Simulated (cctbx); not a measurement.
# Resonant diffraction in CdTeS3

Space group Pnma (no. 62), a = 7.4870 Å, b = 9.8000 Å, c = 6.2410 Å, α = 90.00°, β = 90.00°, γ = 90.00°.

```csv
atom,mult.,x,y,z,Ueq (Å²)
Te1,4,0.9749,1/4,0.9836,0.0082
Cd1,4,0,1/2,1/2,0.0199
S1,4,0.5899,3/4,0.7925,0.0156
S2,8,0.8287,0.4060,0.8575,0.0204
```

The model was made for the exercise: a known structure type with other elements put in, its volume estimated, not relaxed; displacement parameters are assumed.

Calculated with cctbx: free-atom f′ and f″ from the Sasaki tables, no fine structure; amplitudes in electrons.

| E (eV) | F 1 0 1 | F 0 0 2 | F 0 2 0 | F 0 1 1 |
| --- | --- | --- | --- | --- |
| 26111 | 38.9 | 249.2 | 34.5 | 13.0 |
| 26461 | 41.8 | 245.9 | 37.4 | 13.0 |
| 26591 | 44.4 | 243.3 | 39.9 | 13.0 |
| 26651 | 46.9 | 240.8 | 42.4 | 13.0 |
| 26681 | 49.3 | 238.3 | 44.9 | 13.0 |
| 26696 | 51.8 | 235.9 | 47.3 | 13.0 |
| 26703 | 53.8 | 233.9 | 49.4 | 13.0 |
| 26707 | 56.1 | 231.6 | 51.7 | 13.0 |
| 26715 | 60.6 | 228.7 | 56.3 | 13.0 |
| 26719 | 57.2 | 232.1 | 52.9 | 13.0 |
| 26726 | 53.8 | 235.5 | 49.5 | 13.0 |
| 26741 | 50.9 | 238.4 | 46.6 | 13.0 |
| 26771 | 48.2 | 241.1 | 43.9 | 13.0 |
| 26861 | 44.6 | 244.6 | 40.3 | 13.0 |
| 27111 | 40.6 | 248.3 | 36.3 | 12.9 |

**Question.** Which edge is crossed, and why do the reflections move as they do?

The K edge of Cd. The edge is at 26711 eV. f′ of Cd falls from -4.8 e at 26591 eV to -7.8 e at 4 eV below it, and f″ steps from 0.56 to 3.60 e across it. Over that approach |F| changes by +26 % (1 0 1), -5 % (0 0 2), +30 % (0 2 0) and +0 % (0 1 1): a reflection falls where Cd scatters in phase with the total and rises where it scatters against it; it hardly moves where the Cd term is small or cancels by symmetry. Above the edge the larger f″ enters the imaginary part, where it can add to or cancel the other atoms' f″. The structure is centrosymmetric, so Friedel mates stay equal.

[Logs are printed without paths, hosts, clocks, repeated set-up lines and the standing remarks that a program may print on its own settings, such as how far it seeks lower states.]
